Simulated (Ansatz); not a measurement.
# Band edges and screening of MA₂Z₄ layers

How do lattice constant, gap, band edges against the vacuum and out-of-plane screening change with the elements?

Set-up. Ansatz 0.2.0, plane waves with PAW datasets (its set soft_2), PBE with D3(BJ) or D4 dispersion as listed, spin-polarised where a moment is listed. Cell and atoms are relaxed, then single points with 18 Å of vacuum and a dipole correction give the bands along the symmetry path and the vacuum levels; the slope of the dipole p over the fields up to 0.1 V/Å along the normal (atoms held, so electronic screening alone; stronger fields, where run, are left out of the fit) is quoted as p/(ε₀AE), the thickness of a perfect conductor with the same dipole.

Results:

| layer | upper / lower face | dispersion | moment (μB a cell) | a (Å) | gap (eV) | ionisation energy (eV) | affinity (eV) | work function (eV) | vacuum step (eV) | outer atoms apart (Å) | equivalent conductor (Å) |
| --- | --- | --- | --- | --- | --- | --- | --- | --- | --- | --- | --- |
| VSi2N4 | N / N | D3 | 1.0 | 2.87 | 0.15 | 5.51 | 5.36 | - | 0.00 | 6.90 | 7.83 |
| MoSi2N4 | N / N | D3 | - | 2.89 | 2.04 | 5.54 | 3.50 | - | 0.00 | 7.06 | 7.87 |
| WSi2N4 | N / N | D3 | - | 2.89 | 2.43 | 5.34 | 2.91 | - | 0.00 | 7.08 | 7.84 |
| TiSi2N4 | N / N | D3 | - | 2.92 | 1.37 | 6.65 | 5.28 | - | 0.00 | 6.87 | 7.89 |
| NbSi2N4 | N / N | D3 | 0.9 | 2.95 | none | - | - | 5.40 | 0.00 | 7.02 | 7.96 |
| TaSi2N4 | N / N | D3 | 0.8 | 2.95 | none | - | - | 5.28 | 0.00 | 7.02 | 7.93 |
| VGe2N4 | N / N | D3 | 1.0 | 2.98 | 0.20 | 5.88 | 5.68 | - | 0.00 | 7.32 | 8.29 |
| MoGe2N4 | N / N | D3 | - | 3.00 | 1.23 | 5.67 | 4.44 | - | 0.00 | 7.45 | 8.31 |
| WGe2N4 | N / N | D3 | - | 3.00 | 1.60 | 5.47 | 3.87 | - | 0.00 | 7.47 | 8.31 |
| HfSi2N4 | N / N | D3 | - | 3.02 | 1.57 | 6.32 | 4.74 | - | 0.00 | 6.94 | 7.97 |
| ZrSi2N4 | N / N | D3 | - | 3.03 | 1.28 | 6.20 | 4.92 | - | 0.00 | 6.95 | 8.04 |
| TiGe2N4 | N / N | D3 | - | 3.04 | 1.31 | 6.87 | 5.57 | - | 0.00 | 7.29 | 8.32 |
| TaGe2N4 | N / N | D3 | 0.6 | 3.06 | none | - | - | 5.43 | 0.00 | 7.42 | 8.34 |
| NbGe2N4 | N / N | D3 | 0.8 | 3.06 | none | - | - | 5.54 | 0.00 | 7.41 | 8.37 |
| HfGe2N4 | N / N | D3 | - | 3.13 | 1.64 | 6.79 | 5.14 | - | 0.00 | 7.33 | 8.32 |
| MoSi2P4 | P / P | D3 | - | 3.42 | 0.99 | 5.43 | 4.44 | - | 0.00 | 9.43 | 11.27 |

What this shows: The rows are sorted by lattice constant, from 2.87 Å (VSi2N4) to 3.42 Å (MoSi2P4). 12 of the 16 layers have a gap over 0.05 eV, from 0.15 eV (VSi2N4) to 2.43 eV (WSi2N4). The equivalent conductor thickness less the distance between the outer atoms runs from +0.8 to +1.8 Å. The gap shows no steady trend with the lattice constant. Ionisation energies run from 5.34 eV (WSi2N4) to 6.87 eV (TiGe2N4). The work functions of the gapless layers run from 5.28 eV (TaSi2N4) to 5.54 eV (NbGe2N4). VSi2N4, NbSi2N4, TaSi2N4, VGe2N4, TaGe2N4 and NbGe2N4 keep a moment.

What the numbers leave out: PBE gaps usually lie under quasiparticle gaps, and spin-orbit coupling and excitons are left out. The layers are built from prototypes, and no phonons were run to test their stability; OH-capped layers and open-shell layers run without spin are not listed. In the rows with elements from Sb on, spin-orbit coupling can change gaps by tenths of an eV. In the MA₂Z₄ layers the outer anions sit over the metal atoms, one of several polytypes and maybe not the one that has been grown. Spin-polarised layers come from one ferromagnetic start in the smallest cell, without a Hubbard term, so a missing gap can be the functional's fault. The table is a selection: not every member that was run is listed.
